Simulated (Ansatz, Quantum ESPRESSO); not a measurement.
**YNb (Pm-3m): from the cell to the phonon bands**

How does YNb (Pm-3m) vibrate, and is this structure a minimum?

Method: DFT LDA, scalar-relativistic, plane waves, GBRV ultrasoft pseudopotentials, in Quantum ESPRESSO 7.5.

The structure was built from a prototype and need not be the compound's stable phase.

### Step 1. Starting point

The structure is cubic, space group Pm-3m (No. 221). The conventional cell has a = 3.646 Å, b = 3.646 Å, c = 3.646 Å, α = 90.00°, β = 90.00°, γ = 90.00°. Nb has 8 Y at 3.16 Å nearest. Nearest to Y lie 8 Nb at 3.16 Å. Farther neighbours are not listed.

### Step 2. A probe with smearing

Before anything dear is run, a loose run with smearing shows whether this is a metal and how far the cell is from rest.

The input, probe.in:

```
&control
   calculation = 'scf'
   prefix = 'x'
   outdir = './tmp'
   pseudo_dir = './pseudo'
   tprnfor = .true.
   tstress = .true.
   verbosity = 'high'
/
&system
   ibrav = 0
   nat = 2
   ntyp = 2
   ecutwfc = 40.0
   ecutrho = 240.0
   occupations = 'smearing'
   smearing = 'gaussian'
   degauss = 0.01
/
&electrons
   conv_thr = 1.0d-07
   mixing_beta = 0.7
   electron_maxstep = 100
/
ATOMIC_SPECIES
 Nb     92.9064  Nb.upf
 Y      88.9058  Y.upf
CELL_PARAMETERS angstrom
     3.645562880    0.000000000    0.000000000
     0.000000000    3.645562880    0.000000000
     0.000000000    0.000000000    3.645562880
ATOMIC_POSITIONS crystal
 Nb     0.000000000   0.000000000   0.000000000
 Y      0.500000000   0.500000000   0.500000000
K_POINTS automatic
 6 6 6 0 0 0
```

On the command line:

```console
> OMP_NUM_THREADS=1 mpirun -n 4 pw.x -nk 4 -in probe.in > probe.out
```

Output:

```text
[banners, grids, parts of the stress and lines that vanish by symmetry left out]
Program PWSCF v.7.5
     Message from routine setup:
     using ibrav=0 with symmetry is DISCOURAGED, use correct ibrav instead
[...]
kinetic-energy cutoff     =      40.0000  Ry
     charge density cutoff     =     240.0000  Ry
     scf convergence threshold =      1.0E-07
[...]
Exchange-correlation=  SLA  PZ   NOGX NOGC
                           (   1   1   0   0   0   0   0)
[...]
48 Sym. Ops., with inversion, found
[...]
(     0          1          0      )
                  (     0          0          1      )
[...]
(  0.0000000  1.0000000  0.0000000 )
                  (  0.0000000  0.0000000  1.0000000 )
[...]
(     0         -1          0      )
                  (     0          0          1      )
[...]
(  0.0000000 -1.0000000  0.0000000 )
[...]
(     0          0          1      )
                  (     1          0          0      )
[...]
( -1.0000000  0.0000000  0.0000000 )
                  (  0.0000000  1.0000000  0.0000000 )
[...]
number of k points=    20  Gaussian smearing, width (Ry)=  0.0100
[...]
End of self-consistent calculation
[...]
the Fermi energy is    12.7664 ev
!    total energy              =    -210.81825669 Ry
[...]
convergence has been achieved in  10 iterations
[...]
atom    1 type  1   force =     0.00000000    0.00000000    0.00000000
     atom    2 type  2   force =     0.00000000    0.00000000    0.00000000
[...]
Total force =     0.000000     Total SCF correction =     0.000000
[...]
total   stress  (Ry/bohr**3)                   (kbar)     P=      -78.99
[...]
XML data file, charge density, pseudopotentials, collected wavefunctions

   JOB DONE.
```

Wall time 3.2 s (4 MPI ranks of Intel Xeon Platinum 8488C (Sapphire Rapids), shared host); 12 s of CPU time.

Read from the output:

```yaml
volume_per_atom: 24.22 Å³
pressure: -7.899 GPa
gap_on_the_k_mesh: 0 eV
```

No gap opens on this mesh, so smearing is kept; the start stands at -7.9 GPa.

### Step 3. Relaxation

The relaxation runs at a cutoff a fifth above that of the response, since stress converges more slowly with the basis than frequencies do. Forces and stress are brought to rest with tight thresholds.

The input, relax.in:

```
&control
   calculation = 'vc-relax'
   prefix = 'x'
   outdir = './tmp'
   pseudo_dir = './pseudo'
   tprnfor = .true.
   tstress = .true.
   forc_conv_thr = 2.0d-05
   etot_conv_thr = 1.0d-07
   nstep = 40
/
&system
   ibrav = 0
   nat = 2
   ntyp = 2
   ecutwfc = 48
   ecutrho = 288.0
   occupations = 'smearing'
   smearing = 'gaussian'
   degauss = 0.02
/
&electrons
   conv_thr = 1.0d-11
   mixing_beta = 0.7
   electron_maxstep = 100
/
&ions
/
&cell
   press_conv_thr = 0.2
/
ATOMIC_SPECIES
 Nb     92.9064  Nb.upf
 Y      88.9058  Y.upf
CELL_PARAMETERS angstrom
     3.645562880    0.000000000    0.000000000
     0.000000000    3.645562880    0.000000000
     0.000000000    0.000000000    3.645562880
ATOMIC_POSITIONS crystal
 Nb     0.000000000   0.000000000   0.000000000
 Y      0.500000000   0.500000000   0.500000000
K_POINTS automatic
 10 10 10 0 0 0
```

On the command line:

```console
> OMP_NUM_THREADS=1 mpirun -n 4 pw.x -nk 4 -in relax.in > relax.out
```

Output:

```text
[banners, grids, parts of the stress and lines that vanish by symmetry left out]
[banner, memory and clock lines left out]
Program PWSCF v.7.5

[...]
kinetic-energy cutoff     =      48.0000  Ry
     charge density cutoff     =     288.0000  Ry
     scf convergence threshold =      1.0E-11
[...]
energy convergence thresh.=      1.0E-07
     force convergence thresh. =      2.0E-05
     press convergence thresh. =      2.0E-01
     Exchange-correlation=  SLA  PZ   NOGX NOGC
                           (   1   1   0   0   0   0   0)
[...]
48 Sym. Ops., with inversion, found
[...]
number of k points=    56  Gaussian smearing, width (Ry)=  0.0200
[...]
End of self-consistent calculation
[...]
the Fermi energy is    12.7570 ev
!    total energy              =    -210.82434603 Ry
[...]
convergence has been achieved in  18 iterations
[...]
atom    1 type  1   force =     0.00000000    0.00000000    0.00000000
     atom    2 type  2   force =     0.00000000    0.00000000    0.00000000
     Total force =     0.000000     Total SCF correction =     0.000000
[...]
total   stress  (Ry/bohr**3)                   (kbar)     P=      -78.82
[...]
number of bfgs steps    =   0
[...]
CELL_PARAMETERS (angstrom)
[...]
ATOMIC_POSITIONS (crystal)
Nb               0.0000000000        0.0000000000        0.0000000000
Y                0.5000000000        0.5000000000        0.5000000000
[...]
New effective cutoffs (rho, wfc):  295.68   49.31
[...]
End of self-consistent calculation
[...]
the Fermi energy is    13.3874 ev
!    total energy              =    -210.83017946 Ry
[...]
convergence has been achieved in  11 iterations
[...]
atom    1 type  1   force =     0.00000000    0.00000000    0.00000000
     atom    2 type  2   force =     0.00000000    0.00000000    0.00000000
     Total force =     0.000000     Total SCF correction =     0.000000
[...]
total   stress  (Ry/bohr**3)                   (kbar)     P=      -53.34
[...]
number of bfgs steps    =   1
[...]
CELL_PARAMETERS (angstrom)
[...]
ATOMIC_POSITIONS (crystal)
Nb               0.0000000000        0.0000000000        0.0000000000
Y                0.5000000000        0.5000000000        0.5000000000
[...]
New effective cutoffs (rho, wfc):  308.10   51.38
[...]
End of self-consistent calculation
[...]
the Fermi energy is    14.3980 ev
!    total energy              =    -210.83413668 Ry
[...]
convergence has been achieved in  11 iterations
[...]
atom    1 type  1   force =     0.00000000    0.00000000    0.00000000
     atom    2 type  2   force =     0.00000000    0.00000000    0.00000000
     Total force =     0.000000     Total SCF correction =     0.000000
[...]
total   stress  (Ry/bohr**3)                   (kbar)     P=       -6.92
[...]
number of bfgs steps    =   2
[...]
CELL_PARAMETERS (angstrom)
[...]
ATOMIC_POSITIONS (crystal)
[...]
New effective cutoffs (rho, wfc):  309.93   51.68
[...]
End of self-consistent calculation
[...]
the Fermi energy is    14.5484 ev
!    total energy              =    -210.83419360 Ry
[...]
convergence has been achieved in  10 iterations
[...]
atom    1 type  1   force =     0.00000000    0.00000000    0.00000000
     atom    2 type  2   force =     0.00000000    0.00000000    0.00000000
     Total force =     0.000000     Total SCF correction =     0.000000
[...]
total   stress  (Ry/bohr**3)                   (kbar)     P=        0.55
[...]
number of bfgs steps    =   3
[...]
CELL_PARAMETERS (angstrom)
[...]
ATOMIC_POSITIONS (crystal)
[...]
New effective cutoffs (rho, wfc):  309.80   51.66
[...]
End of self-consistent calculation
[...]
the Fermi energy is    14.5373 ev
!    total energy              =    -210.83419395 Ry
[...]
convergence has been achieved in  11 iterations
[...]
atom    1 type  1   force =     0.00000000    0.00000000    0.00000000
     atom    2 type  2   force =     0.00000000    0.00000000    0.00000000
     Total force =     0.000000     Total SCF correction =     0.000000
[...]
total   stress  (Ry/bohr**3)                   (kbar)     P=       -0.01
[...]
number of bfgs steps    =   4
[...]
small trust_radius: resetting bfgs history
[...]
CELL_PARAMETERS (angstrom)
[...]
ATOMIC_POSITIONS (crystal)
[...]
New effective cutoffs (rho, wfc):  309.80   51.66
[...]
End of self-consistent calculation
[...]
the Fermi energy is    14.5374 ev
!    total energy              =    -210.83419395 Ry
[...]
convergence has been achieved in   4 iterations
[...]
atom    1 type  1   force =     0.00000000    0.00000000    0.00000000
     atom    2 type  2   force =     0.00000000    0.00000000    0.00000000
     Total force =     0.000000     Total SCF correction =     0.000000
[...]
total   stress  (Ry/bohr**3)                   (kbar)     P=       -0.00
[...]
bfgs converged in   6 scf cycles and   5 bfgs steps
[...]
End of BFGS Geometry Optimization
     Final enthalpy           =    -210.8341939489 Ry
     File ./tmp/x.bfgs deleted, as requested
[...]
CELL_PARAMETERS (angstrom)
[...]
ATOMIC_POSITIONS (crystal)
Nb               0.0000000000        0.0000000000        0.0000000000
Y                0.5000000000        0.5000000000        0.5000000000
[...]
Final scf calculation at the relaxed structure.
[...]
kinetic-energy cutoff     =      48.0000  Ry
     charge density cutoff     =     288.0000  Ry
     scf convergence threshold =      1.0E-13
[...]
press convergence thresh. =      2.0E-01
     Exchange-correlation=  SLA  PZ   NOGX NOGC
                           (   1   1   0   0   0   0   0)
[...]
48 Sym. Ops., with inversion, found
[...]
number of k points=    56  Gaussian smearing, width (Ry)=  0.0200
[...]
c_bands:  1 eigenvalues not converged
     c_bands:  1 eigenvalues not converged
     c_bands:  1 eigenvalues not converged
[...]
End of self-consistent calculation
[...]
the Fermi energy is    14.5375 ev
!    total energy              =    -210.83398802 Ry
[...]
convergence has been achieved in  22 iterations
[...]
atom    1 type  1   force =     0.00000000    0.00000000    0.00000000
     atom    2 type  2   force =     0.00000000    0.00000000    0.00000000
     Total force =     0.000000     Total SCF correction =     0.000000
[...]
total   stress  (Ry/bohr**3)                   (kbar)     P=       -0.56
[...]
XML data file, charge density, pseudopotentials, collected wavefunctions
```

Wall time 40 s (4 MPI ranks).

Relaxation path:

| step | energy less that of the first step (eV) | largest force (eV/Å) | pressure (GPa) | volume (Å³) |
| --- | --- | --- | --- | --- |
| 1 | 0.0000 | 0.0000 | -7.88 | 48.45 |
| 2 | -0.0794 | 0.0000 | -5.33 | 46.53 |
| 3 | -0.1332 | 0.0000 | -0.69 | 43.74 |
| 4 | -0.1340 | 0.0000 | 0.06 | 43.36 |
| 5 | -0.1340 | 0.0000 | 0.00 | 43.39 |
| 6 | -0.1340 | 0.0000 | 0.00 | 43.39 |
| 7 | -0.1312 | 0.0000 | -0.06 | 43.39 |

| conventional cell, symmetrised | before | after | change |
| --- | --- | --- | --- |
| a (Å) | 3.646 | 3.514 | -3.6 % |
| b (Å) | 3.646 | 3.514 | -3.6 % |
| c (Å) | 3.646 | 3.514 | -3.6 % |
| volume (Å³/atom) | 24.22 | 21.69 | -10.5 % |

Final coordinates:

```
CELL_PARAMETERS angstrom
3.51383 0.00000 0.00000
0.00000 3.51383 0.00000
0.00000 0.00000 3.51383
ATOMIC_POSITIONS crystal
Nb 0.00000 0.00000 0.00000
Y 0.50000 0.50000 0.50000
```

The last row of the table of steps is pw.x's closing run on a basis chosen anew for the final cell, so its energy can jump.

Read from the output:

| Item | Value |
| --- | --- |
| volume per atom | 21.69 Å³ |
| pressure | -0.05600 GPa |

The volume changes by -10.5 % from the cell with which this run began.

### Step 4. Ground state

The response is built on this ground state, so it is converged far tighter than an energy would need. Smearing stays on, as the first look found no gap above 0.3 eV.

The input, scf.in:

```
&control
   calculation = 'scf'
   prefix = 'x'
   outdir = './tmp'
   pseudo_dir = './pseudo'
   tprnfor = .true.
   tstress = .true.
/
&system
   ibrav = 0
   nat = 2
   ntyp = 2
   ecutwfc = 40.0
   ecutrho = 240.0
   occupations = 'smearing'
   smearing = 'gaussian'
   degauss = 0.02
/
&electrons
   conv_thr = 1.0d-12
   mixing_beta = 0.7
   electron_maxstep = 100
/
ATOMIC_SPECIES
 Nb     92.9064  Nb.upf
 Y      88.9058  Y.upf
CELL_PARAMETERS angstrom
     3.513828339    0.000000000    0.000000000
     0.000000000    3.513828339    0.000000000
     0.000000000    0.000000000    3.513828339
ATOMIC_POSITIONS crystal
 Nb     0.000000000   0.000000000   0.000000000
 Y      0.500000000   0.500000000   0.500000000
K_POINTS automatic
 10 10 10 0 0 0
```

On the command line:

```console
> OMP_NUM_THREADS=1 mpirun -n 4 pw.x -nk 4 -in scf.in > scf.out
```

Output:

```text
[banners, grids, parts of the stress and lines that vanish by symmetry left out]
[banner, memory and clock lines left out]
Program PWSCF v.7.5

[...]
kinetic-energy cutoff     =      40.0000  Ry
     charge density cutoff     =     240.0000  Ry
     scf convergence threshold =      1.0E-12
[...]
Exchange-correlation=  SLA  PZ   NOGX NOGC
                           (   1   1   0   0   0   0   0)
[...]
48 Sym. Ops., with inversion, found
[...]
number of k points=    56  Gaussian smearing, width (Ry)=  0.0200
[...]
End of self-consistent calculation
[...]
the Fermi energy is    14.5382 ev
!    total energy              =    -210.83318597 Ry
[...]
convergence has been achieved in  18 iterations
[...]
atom    1 type  1   force =     0.00000000    0.00000000    0.00000000
     atom    2 type  2   force =     0.00000000    0.00000000    0.00000000
     Total force =     0.000000     Total SCF correction =     0.000000
[...]
total   stress  (Ry/bohr**3)                   (kbar)     P=       -0.46
[...]
XML data file, charge density, pseudopotentials, collected wavefunctions
```

The job ended after 7.8 s (4 MPI ranks).

This step gave:

```
pressure : -0.04600 GPa
```

The cell stands at -0.046 GPa, close enough for phonons.

[end of part 1 of 4]

[Host names and launcher messages were left out of these logs when they were recorded.]

[Logs are printed without paths, hosts, clocks, repeated set-up lines and the standing remarks that a program may print on its own settings, such as how far it seeks lower states.]

[Hosts, paths, dates, database ids (printed as entryN), source tags and the programs' standing remarks are cut or masked in the printed files.]
